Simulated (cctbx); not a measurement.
# Lattice, Laue class and space group of a new crystal

Cell: a = 6.4990 Å, b = 9.8860 Å, c = 9.5120 Å, α = 90.00°, β = 91.19°, γ = 90.00°. Expected content of the cell: Sb8 Fe4 S8 O8.

Simulated single-crystal data (cctbx): Mo Kα, λ = 0.71073 Å, to d = 0.77 Å, 70 % of the full sphere, strongest reflection 5000 counts, noise from counting, a 1.5 % proportional error and a noise floor of 2 counts (s.d.); no absorption.

A first pass over the reflections prints:

```text
3896 reflections to d = 0.770 A
centring   violations  <I/sigma> of those
    A       1153 of  1965      8.5
    B       1266 of  1972      9.1
    C       1275 of  1929      9.2
    I       1106 of  1979      5.7
    R       1677 of  2582      9.2
    F       1847 of  2933      8.9
Laue class    unique    Rint  (classes that these axes allow; Friedel mates merged)
P -1             2531   0.032
P 1 2/m 1        1458   0.036
space group    extra absences  I>4sigma  <I/sigma>
P 1 2 1                 0          0         -  acentric
P 1 21 1                9          0       0.1  acentric
P 1 m 1                 0          0         -  acentric
P 1 c 1               117          0       0.2  acentric
P 1 2/m 1               0          0         -  centric
P 1 21/m 1              9          0       0.1  centric
P 1 2/c 1             117          0       0.2  centric
P 1 21/c 1            126          0       0.2  centric
Wilson B = 0.57 A^2   <|E^2-1|> = 1.043 (0.968 centric, 0.736 acentric)   E^2>4: 4.6 %
shell (A)         n   <I/sigma>
 9.89 - 1.54    195     18.0
 1.54 - 1.22    183     16.5
 1.22 - 1.07    172     14.4
 1.07 - 0.97    187     13.5
 0.97 - 0.90    178     12.7
 0.90 - 0.85    185     12.5
 0.85 - 0.81    177     11.2
 0.81 - 0.77    181     10.3
```

Q: Read the symmetry from these tables.

Every centring test has many violations, so the lattice is primitive.

Rint stays low (0.032 to 0.036) up to P 1 2/m 1, the highest class in these axes.

8 settings pass the absence test. The most absences obeyed, 126, belong to P 1 21/c 1 alone.

⟨|E²−1|⟩ = 1.043 leans to a centrosymmetric structure. The Wilson B of 0.57 Å² means U ≈ 0.0072 Å².

The true group is P2_1/c (no. 14), Laue class 2/m, centrosymmetric. The tables fix it.

This is a model crystal, built by substitution and not relaxed, with assumed displacement parameters.

[Logs are printed without paths, hosts, clocks, repeated set-up lines and the standing remarks that a program may print on its own settings, such as how far it seeks lower states.]
